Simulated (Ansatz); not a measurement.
# Changed inputs in constrained RPA: BaOsO3 (Pm-3m)

Wanted: the sensitivity and cost of U and J for BaOsO3 (Pm-3m).

Program: Ansatz 0.2.0. Level of theory: constrained RPA on LDA, plane waves, PAW. Results are calculated unless marked as measured.

## 1. Set-up

Symmetry: Pm-3m, No. 221, cubic system. The conventional cell has a = 4.064 Å, b = 4.064 Å, c = 4.064 Å, α = 90.00°, β = 90.00°, γ = 90.00°. Nearest to Ba lie 12 O at 2.87 Å. Os has 6 O at 2.03 Å nearest. O has 2 Os at 2.03 Å and 4 Ba at 2.87 Å nearest. Farther neighbours and most contacts between anions are not listed.

The cell and positions are those that the Materials Project relaxed with its own functionals (PBE, PBE+U or r2SCAN), kept fixed. The program's search for lower electronic states was switched off, so nothing shows that the state found is the lowest. Spin-orbit coupling is left out unless a step names it. The default PAW set here is soft_2. Its files were made with PBE; for other functionals the partial waves and projectors stay those of PBE.

## 2. Base: Os t2g, bands v2 to c1, 6×6×6 mesh, medium accuracy

Constrained RPA screens the interaction with every transition except those inside the target bands, which a later many-body model would treat itself.

Contents of input.yaml:

```yaml
crystal:
  lattice:
    - [-4.06423, 0.0, 0.0]
    - [0.0, 0.0, -4.06423]
    - [0.0, -4.06423, 0.0]
  atoms:
    - { symbol: Ba, position: [0.0, 0.0, 0.0] }
    - { symbol: Os, position: [0.5, 0.5, 0.5] }
    - { symbol: O, position: [0.0, 0.5, 0.5] }
    - { symbol: O, position: [0.5, 0.0, 0.5] }
    - { symbol: O, position: [0.5, 0.5, 0.0] }
kpoints:
  mp_grid: { grid: [6, 6, 6] }
hamiltonian:
  xc: lda
scf:
  occupations: { method: gaussian, width: 0.08 }
  n_extra_bands: 19
  max_iter: 150
  lower_state_search: "off"
output:
  crpa:
    kmesh: [6, 6, 6]
    target_bands: [v2, c1]
    projections: [{ species: Os, l: d, shell: 5, orbitals: [dxz, dyz, dxy] }]
  local_orbitals:
    kmesh: [6, 6, 6]
    orbitals: [{ species: Os, l: d, shell: 5, orbitals: [dxz, dyz, dxy] }]
    window: { bands: [v2, c1] }
    seedname: lo
```

Run with:

```sh
$ ansatz run input.yaml --threads 4 --pin off --max-ram 14745MiB --backend cpu --events-out ev --progress --plain --runs-dir out
```

Numbers of over 12 decimals in the logs are rounded to 6 here.

The program printed:

```text
scf.n_extra_bands = 19 over 22 filled bands (N_el = 44.0): the run solves 41 bands
Engine: ansatz 0.2.0, aarch64-unknown-linux-gnu
Pseudopotentials: kind: paw
Pseudopotential: Ba, paw, valence charge 10, recommended cutoff 420 eV (normal), Ba.paw.azcp
Pseudopotential: Os, paw, valence charge 16, recommended cutoff 420 eV (normal), Os.paw.azcp
Pseudopotential: O, paw, valence charge 6, recommended cutoff 420 eV (normal), O.paw.azcp
Functional definition: SPW92
  exchange = slater_x
  correlation = pw_c
Crystal: 5 atoms, lattice volume = 67.133 Å³
Basis set: ecut = 420 eV, 1357 PW (Γ)
Bands: 41, of which v1, the nominal top of the filled ones, is band 22 counted from 1 (21 counted from 0)
Symmetry: 48 space group operations
Space group: Pm-3m (ITA 221), of the structure as read, at distance tolerance 4.1e-5 Å
k-points: 20 of 216
Non-local potential: Ba, projectors of the file, l = 0: 3, l = 1: 2, l = 2: 2, l = 3: 2
Non-local potential: Os, projectors of the file, l = 0: 3, l = 1: 2, l = 2: 2, l = 3: 1
Non-local potential: O, projectors of the file, l = 0: 2, l = 1: 2, l = 2: 1
PAW form: soft (Blöchl's): semilocal exchange-correlation on the pseudo side does not see the compensation charge
PAW frozen core: Ba, regenerated for the run's functional, and the local potential with it (the file was generated under x = pbe(κ = 0.804, μ = 0.219515), c = pbe(β = 0.066725))
PAW frozen core: Os, regenerated for the run's functional, and the local potential with it (the file was generated under x = pbe(κ = 0.804, μ = 0.219515), c = pbe(β = 0.066725))
PAW frozen core: O, regenerated for the run's functional, and the local potential with it (the file was generated under x = pbe(κ = 0.804, μ = 0.219515), c = pbe(β = 0.066725))
PAW one-centre angular grid: Ba, 194 points (default); XC on 64 Gauss nodes
PAW one-centre angular grid: Os, 590 points (default); XC on 64 Gauss nodes
PAW one-centre angular grid: O, 110 points (default); XC on 64 Gauss nodes
Initial density: superposition of atomic densities (neutral atoms: chi_scale 0, normalization atom), corrected by the library's trained network
Initial wavefunctions: pseudopotential atomic-orbital guess
Functional: x = slater, c = lda
SCF iter   1: F=—  HF=-18565.247247 eV  |F-HF|=—  |Δ(HF+E_count)|=         —  Δρ=1.58e-2  dr2=1.53e-1  ethr=1.77e-3  ⟨swp⟩=6.5  Hψ=4021  notcnv=0  defer=150
preconditioner: auto → Kerker (q_TF=auto, 2.543 Å⁻¹)  [metal: Δε(μ)=0.018 eV  Ē_g=15.589 eV  σ=0.080 eV  W_gap=0.13  n_scr=18 (ndim 8)  ℏωp=26.4 eV  f_vac=0.000  D(μ)=5.78/eV (n_scr^D=80)]
SCF iter   2: F=—  HF=-18565.217792 eV  |F-HF|=—  |Δ(HF+E_count)|=   2.95e-2  Δρ=8.09e-3  dr2=4.72e-2  ethr=3.47e-4  ⟨swp⟩=1.8  Hψ=1055  notcnv=0  defer=225
[...]
SCF 1 converged in 7 iterations: F = -18565.205407 eV  dr2 = 1.33e-8
[...]
NSCF: frozen V_eff on 23 k-points
NSCF: frozen V_eff on 20 k-points
[...]
cRPA screening: q 1/216
cRPA screening: q 2/216
cRPA screening: q 8/216 (q-point 3)
cRPA screening: q 14/216 (q-point 4)
cRPA screening: q 17/216 (q-point 8)
cRPA screening: q 29/216 (q-point 9)
cRPA screening: q 53/216 (q-point 10)
cRPA screening: q 65/216 (q-point 15)
cRPA screening: q 77/216 (q-point 16)
cRPA screening: q 89/216 (q-point 22)
[...]
cRPA screening: q 190/216 (q-point 87)
cRPA screening: q 198/216 (q-point 88)
cRPA screening: q 210/216 (q-point 94)
cRPA screening: q 216/216 (q-point 130)
SCF converged after 7 iterations
Free energy (F): -18565.205407 eV
Harris-Foulkes:  -18565.205407 eV  (|F-HF|=8.66e-10)
Internal energy: -18565.187375 eV  (E = F + TS)
E sigma→0 (E₀):  -18565.196391 eV
Entropy (-TS):   -0.018032 eV (-3.606 meV/atom)
Fermi energy:    13.472679 eV
--- Per-component energies (eV) ---
  E_band       = -203.975472
  E_kinetic    = 1250.327548
  E_local      = -2708.483198  (includes V_loc(G=0)·N_el)
  E_nonlocal   = 214.324800
  E_hartree    = 1049.985895
  E_xc         = -647.648689
  E_vxc        = -697.063278  (∫ρ·V_xc dr)
  E_paw        = -14245.542835  (= ΣΔE_a)
  E_vpaw       = -363.058065  (= ΣTr[D̂ρ^β])
  E_aug_tail   = 0.007412  (compensation charges beyond the density's cutoff)
  E_ewald      = -3479.094323
  E_core_change = 0.936014  (= ΣΔE_core)
  E_smearing   = -0.018032  (= −TS)
  E_closure    = 0.000000  (closes the sum)
  Σ components = -18565.205407   (vs F -18565.205407, Δ=0.00e0)
--- Band table (eV; the first three rows and the last of 20) ---
  k-point 0: bands = [... 18 lower, 10.4668, 10.4668, 10.6691, 10.6691, 10.6691, 13.6523, 13.6523, 16.0741, ... 15 higher]
  k-point 1: bands = [... 18 lower, 10.1882, 10.1882, 10.6938, 11.7275, 11.7275, 13.6539, 14.6720, 16.5204, ... 15 higher]
  k-point 2: bands = [... 18 lower, 9.9608, 9.9608, 10.7442, 12.9186, 12.9186, 13.6570, 15.6590, 17.4541, ... 15 higher]
  k-point 19: bands = [... 18 lower, 10.8413, 10.8413, 14.3867, 14.3867, 14.3867, 17.4776, 17.4776, 17.4776, ... 15 higher]
--- cRPA (band scheme, projected local orbitals): target bands 21..23 (1-based), 3 Wannier function(s), 6×6×6 mesh, 46 bands' worth read of 51 solved, ecut_chi 136.0 eV, v(q+G=0) probe_charge, pair densities all_electron ---
  bands read: the sum over 46 bands ends inside a degenerate multiplet in 7 slots, whose members it reads at an even weight; the widest, k=129: bands 46 to 48 (counted from 1) at 1/3 each
  χ-basis size per q: N_G = 232..280
  window electrons = 4.0000, filled by tetrahedron_uncorrected; constrained ε̄⁻¹(q = 0, 0) head = 0.150464; min gauge Gram eig = 0.5721
  Kanamori averages over each shell's own Wannier functions (sites counted from 0, functions from 1):
    Site 1, 5D, 3 of 5 d orbitals (Wannier functions 1, 2, 3; wannier90's mr 2, 3, 5):
      screened: U = 2.3909 eV, U' = 1.8427 eV, J = 0.2307 eV
      screened, to within: U = 3.5e-3 eV, U' = 3.5e-3 eV, J = 3.6e-4 eV
      bare: V = 10.4834 eV, V' = 9.5968 eV, J = 0.3319 eV
  Hermiticity witness max|P − P†| over intra, direct and exchange elements: 4.44e-15 eV (screened), 1.26e-19 eV (bare)
  Reality witness max|Im| over intra, direct and exchange elements: 2.43e-19 eV (screened), 9.77e-19 eV (bare)
```

Wall time 3.3 min (4 threads of Arm Neoverse V1, shared host); peak memory 0.81 GiB; 13 min of CPU time.

In the SCF lines HF is the Harris–Foulkes energy and dr2 the Hartree energy of the density residual, in eV; the loop may stop once dr2 is under the threshold and the program's other checks hold. Hψ counts applications of the Hamiltonian.

Numbers from this step:

| Item | Value |
| --- | --- |
| U | 2.391 eV |
| U prime (inter-orbital) | 1.843 eV |
| J | 0.2307 eV |
| bare V | 10.48 eV |
| bare J | 0.3319 eV |
| stated bound on U | 0.003436 eV |
| U over bare V | 0.2281 |
| electrons in the window | 4.000 |
| head of the constrained inverse dielectric matrix | 0.1505 |
| least eigenvalue of the projection's overlap | 0.5721 |
| target functions | 3 |
| bands in the sums | 46 |
| r.m.s. miss of the model bands | 0.02396 eV |
| width of the target bands | 3.718 eV |
| weight of the projected orbitals in the window | 0.6488 |

On the Os t2g shell, screening brings the on-site interaction from 10.5 eV down to U = 2.39 eV.

## 3. Changed: 4×4×4 mesh

input.yaml, the sections that differ from step 2:

```yaml
output:
  crpa:
    kmesh: [4, 4, 4]
    target_bands: [v2, c1]
    projections: [{ species: Os, l: d, shell: 5, orbitals: [dxz, dyz, dxy] }]
# crystal, kpoints, hamiltonian, scf: as in step 2
```

The program printed:

```text
[...]
Crystal: 5 atoms, lattice volume = 67.133 Å³
Basis set: ecut = 420 eV, 1357 PW (Γ)
Bands: 41, of which v1, the nominal top of the filled ones, is band 22 counted from 1 (21 counted from 0)
Symmetry: 48 space group operations
[...]
k-points: 20 of 216
[...]
SCF iter   1: F=—  HF=-18565.247247 eV  |F-HF|=—  |Δ(HF+E_count)|=         —  Δρ=1.58e-2  dr2=1.53e-1  ethr=1.77e-3  ⟨swp⟩=6.5  Hψ=4021  notcnv=0  defer=150
[...]
SCF iter   7: F=-18565.205407 eV  HF=-18565.205407 eV  |F-HF|=8.66e-10  |Δ(HF+E_count)|=   1.28e-7  Δρ=4.56e-6  dr2=1.33e-8  ethr=2.27e-10  ⟨swp⟩=10.6  Hψ=4358  notcnv=0
SCF 1 converged in 7 iterations: F = -18565.205407 eV  dr2 = 1.33e-8
[...]
NSCF: frozen V_eff on 10 k-points
[...]
cRPA screening: q 1/64
cRPA screening: q 2/64
cRPA screening: q 8/64 (q-point 3)
cRPA screening: q 11/64 (q-point 6)
cRPA screening: q 23/64 (q-point 7)
cRPA screening: q 35/64 (q-point 11)
cRPA screening: q 38/64 (q-point 22)
cRPA screening: q 46/64 (q-point 23)
cRPA screening: q 58/64 (q-point 27)
cRPA screening: q 64/64 (q-point 43)
SCF converged after 7 iterations
Free energy (F): -18565.205407 eV
[...]
Internal energy: -18565.187375 eV  (E = F + TS)
E sigma→0 (E₀):  -18565.196391 eV
Entropy (-TS):   -0.018032 eV (-3.606 meV/atom)
Fermi energy:    13.472679 eV
[...]
--- Band table (eV; the first three rows and the last of 20) ---
  k-point 0: bands = [... 18 lower, 10.4668, 10.4668, 10.6691, 10.6691, 10.6691, 13.6523, 13.6523, 16.0741, ... 15 higher]
  k-point 1: bands = [... 18 lower, 10.1882, 10.1882, 10.6938, 11.7275, 11.7275, 13.6539, 14.6720, 16.5204, ... 15 higher]
  k-point 2: bands = [... 18 lower, 9.9608, 9.9608, 10.7442, 12.9186, 12.9186, 13.6570, 15.6590, 17.4541, ... 15 higher]
  k-point 19: bands = [... 18 lower, 10.8413, 10.8413, 14.3867, 14.3867, 14.3867, 17.4776, 17.4776, 17.4776, ... 15 higher]
[...]
χ-basis size per q: N_G = 232..280
[...]
Site 1, 5D, 3 of 5 d orbitals (Wannier functions 1, 2, 3; wannier90's mr 2, 3, 5):
      screened: U = 2.3994 eV, U' = 1.8425 eV, J = 0.2349 eV
      screened, to within: U = 3.5e-3 eV, U' = 3.5e-3 eV, J = 3.7e-4 eV
      bare: V = 10.6358 eV, V' = 9.7399 eV, J = 0.3382 eV
[...]
```

Wall time 35 s (4 threads); peak memory 0.58 GiB.

This step gave:

```
U                                                 : 2.399 eV
U prime (inter-orbital)                           : 1.843 eV
J                                                 : 0.2349 eV
bare V                                            : 10.64 eV
bare J                                            : 0.3382 eV
stated bound on U                                 : 0.003431 eV
U over bare V                                     : 0.2256
electrons in the window                           : 4.000
head of the constrained inverse dielectric matrix : 0.1330
least eigenvalue of the projection's overlap      : 0.5721
target functions                                  : 3
bands in the sums                                 : 46
width of the target bands                         : 3.718 eV
weight of the projected orbitals in the window    : 0.6488
```

On the Os t2g shell, screening brings the on-site interaction from 10.6 eV down to U = 2.40 eV.

## 4. Changed: 2×2×2 mesh

Edit input.yaml of step 3 so:

```diff
@@ -22,3 +22,3 @@
   crpa:
-    kmesh: [4, 4, 4]
+    kmesh: [2, 2, 2]
     target_bands: [v2, c1]
```

The program printed:

```text
[...]
Crystal: 5 atoms, lattice volume = 67.133 Å³
Basis set: ecut = 420 eV, 1357 PW (Γ)
Bands: 41, of which v1, the nominal top of the filled ones, is band 22 counted from 1 (21 counted from 0)
Symmetry: 48 space group operations
[...]
k-points: 20 of 216
[...]
k-point 19: bands = [... 18 lower, 10.8413, 10.8413, 14.3867, 14.3867, 14.3867, 17.4776, 17.4776, 17.4776, ... 15 higher]
[...]
χ-basis size per q: N_G = 232..280
[...]
Site 1, 5D, 3 of 5 d orbitals (Wannier functions 1, 2, 3; wannier90's mr 2, 3, 5):
      screened: U = 2.6655 eV, U' = 2.0356 eV, J = 0.2677 eV
      screened, to within: U = 3.9e-3 eV, U' = 3.9e-3 eV, J = 4.5e-4 eV
      bare: V = 11.6667 eV, V' = 10.7061 eV, J = 0.3867 eV
[...]
[key lines of the parts left out:]
SCF converged after 7 iterations
Free energy (F): -18565.205407 eV
Fermi energy:    13.472679 eV
```

It took 5.8 s on 4 threads; peak memory 0.52 GiB.

Numbers from this step:

```
U                                                 : 2.666 eV
U prime (inter-orbital)                           : 2.036 eV
J                                                 : 0.2677 eV
bare V                                            : 11.67 eV
bare J                                            : 0.3867 eV
stated bound on U                                 : 0.003806 eV
U over bare V                                     : 0.2285
electrons in the window                           : 4.000
head of the constrained inverse dielectric matrix : 0.1105
least eigenvalue of the projection's overlap      : 0.5721
target functions                                  : 3
bands in the sums                                 : 46
width of the target bands                         : 3.718 eV
weight of the projected orbitals in the window    : 0.6488
```

On the Os t2g shell, screening brings the on-site interaction from 11.7 eV down to U = 2.67 eV.

## 5. Changed: smooth pair densities

Edit input.yaml of step 4 so:

```diff
@@ -22,4 +22,5 @@
   crpa:
-    kmesh: [2, 2, 2]
+    kmesh: [6, 6, 6]
     target_bands: [v2, c1]
     projections: [{ species: Os, l: d, shell: 5, orbitals: [dxz, dyz, dxy] }]
+    pair_densities: pseudo
```

The program printed:

```text
[...]
Crystal: 5 atoms, lattice volume = 67.133 Å³
Basis set: ecut = 420 eV, 1357 PW (Γ)
Bands: 41, of which v1, the nominal top of the filled ones, is band 22 counted from 1 (21 counted from 0)
Symmetry: 48 space group operations
[...]
k-points: 20 of 216
[...]
χ-basis size per q: N_G = 232..280
[...]
Site 1, 5D, 3 of 5 d orbitals (Wannier functions 1, 2, 3; wannier90's mr 2, 3, 5):
      screened: U = 2.4059 eV, U' = 1.8408 eV, J = 0.2381 eV
      screened, to within: U = 3.5e-3 eV, U' = 3.5e-3 eV, J = 1.7e-4 eV
      screened, sum over states alone: U = 2.5964 eV, U' = 1.9379 eV, J = 0.2683 eV
      bare: V = 10.4834 eV, V' = 9.5968 eV, J = 0.3319 eV
[...]
[key lines of the parts left out:]
SCF converged after 7 iterations
Free energy (F): -18565.205407 eV
Fermi energy:    13.472679 eV
```

Elapsed: 3.1 min, on 4 threads; peak memory 0.72 GiB; 12 min of CPU time.

Numbers from this step:

```
U                                                 : 2.406 eV
U prime (inter-orbital)                           : 1.841 eV
J                                                 : 0.2381 eV
bare V                                            : 10.48 eV
bare J                                            : 0.3319 eV
stated bound on U                                 : 0.003498 eV
U over bare V                                     : 0.2295
electrons in the window                           : 4.000
head of the constrained inverse dielectric matrix : 0.1507
least eigenvalue of the projection's overlap      : 0.5721
target functions                                  : 3
bands in the sums                                 : 46
width of the target bands                         : 3.718 eV
weight of the projected orbitals in the window    : 0.6488
```

On the Os t2g shell, screening brings the on-site interaction from 10.5 eV down to U = 2.41 eV.

## 6. Changed: accuracy low

Edit input.yaml of step 5 so:

```diff
@@ -25,2 +25,2 @@
     projections: [{ species: Os, l: d, shell: 5, orbitals: [dxz, dyz, dxy] }]
-    pair_densities: pseudo
+    accuracy: low
```

The program printed:

```text
[...]
Crystal: 5 atoms, lattice volume = 67.133 Å³
Basis set: ecut = 420 eV, 1357 PW (Γ)
Bands: 41, of which v1, the nominal top of the filled ones, is band 22 counted from 1 (21 counted from 0)
Symmetry: 48 space group operations
[...]
k-points: 20 of 216
[...]
k-point 19: bands = [... 18 lower, 10.8413, 10.8413, 14.3867, 14.3867, 14.3867, 17.4776, 17.4776, 17.4776, ... 15 higher]
[...]
χ-basis size per q: N_G = 232..280
[...]
Site 1, 5D, 3 of 5 d orbitals (Wannier functions 1, 2, 3; wannier90's mr 2, 3, 5):
      screened: U = 2.3603 eV, U' = 1.8184 eV, J = 0.2289 eV
      screened, to within: U = 8.1e-2 eV, U' = 8.1e-2 eV, J = 6.7e-3 eV
      bare: V = 10.4834 eV, V' = 9.5968 eV, J = 0.3319 eV
[...]
[key lines of the parts left out:]
SCF converged after 7 iterations
Free energy (F): -18565.205407 eV
Fermi energy:    13.472679 eV
```

The job ended after 88 s (4 threads; peak memory 0.75 GiB).

Numbers from this step:

- U: 2.360 eV
- U prime (inter-orbital): 1.818 eV
- J: 0.2289 eV
- bare V: 10.48 eV
- bare J: 0.3319 eV
- stated bound on U: 0.08020 eV
- U over bare V: 0.2251
- electrons in the window: 4.000
- head of the constrained inverse dielectric matrix: 0.1504
- least eigenvalue of the projection's overlap: 0.5721
- target functions: 3
- bands in the sums: 46
- width of the target bands: 3.718 eV
- weight of the projected orbitals in the window: 0.6488

On the Os t2g shell, screening brings the on-site interaction from 10.5 eV down to U = 2.36 eV.

## 7. Changed: a wide Fermi-Dirac smearing

Edit input.yaml of step 6 so:

```diff
@@ -16,3 +16,3 @@
 scf:
-  occupations: { method: gaussian, width: 0.08 }
+  occupations: { method: fermi_dirac, width: 1.0 }
   n_extra_bands: 19
@@ -25,2 +25 @@
     projections: [{ species: Os, l: d, shell: 5, orbitals: [dxz, dyz, dxy] }]
-    accuracy: low
```

The program printed:

```text
scf.n_extra_bands = 19 over 22 filled bands (N_el = 44.0): the run solves 41 bands
Engine: ansatz 0.2.0, aarch64-unknown-linux-gnu
Pseudopotentials: kind: paw
Pseudopotential: Ba, paw, valence charge 10, recommended cutoff 420 eV (normal), Ba.paw.azcp
Pseudopotential: Os, paw, valence charge 16, recommended cutoff 420 eV (normal), Os.paw.azcp
Pseudopotential: O, paw, valence charge 6, recommended cutoff 420 eV (normal), O.paw.azcp
[...]
k-point 2: bands = [... 18 lower, 9.9081, 9.9081, 10.9352, 13.0213, 13.0213, 13.9378, 15.8634, 17.4296, ... 15 higher]
  k-point 19: bands = [... 18 lower, 10.7491, 10.7491, 14.5166, 14.5166, 14.5166, 17.4723, 17.4723, 17.4723, ... 15 higher]
Error: cRPA refused: cRPA: band v11 at k-index 0 must be full below output.crpa.target_bands = [v2, c1] or empty above, but its occupation deviates by 4.03e-3 of a full band (tolerance 1e-3). Include the band in the window or, for the tail of a fermi_dirac temperature, lower scf.occupations.width or leave the width out
[key lines of the parts left out:]
SCF converged after 7 iterations
Free energy (F): -18568.701903 eV
Fermi energy:    13.664420 eV
```

The job ended after 2.3 s (4 threads; peak memory 0.61 GiB).

The self-consistent loop converged; the step after it was not made. The program's words: cRPA refused: cRPA: band v11 at k-index 0 must be full below output.crpa.target_bands = [v2, c1] or empty above, but its occupation deviates by 4.03e-3 of a full band (tolerance 1e-3). Include the band in the window or, for the tail of a fermi_dirac temperature, lower scf.occupations.width or leave the width out

The fault put into this input: a wide Fermi-Dirac smearing.

(Part 1 of 2 ends here.)

[Paths, hosts, dates, memory and timing lines, banners, echoed tables and standing remarks are left out of the program output.]

[Logs are printed without paths, hosts, clocks, repeated set-up lines and the standing remarks that a program may print on its own settings, such as how far it seeks lower states.]

[Runs of the session that timed out or met a known fault of the program may be left out.]

[Hosts, paths, dates, database ids (printed as entryN), source tags and the programs' standing remarks are cut or masked in the printed files.]
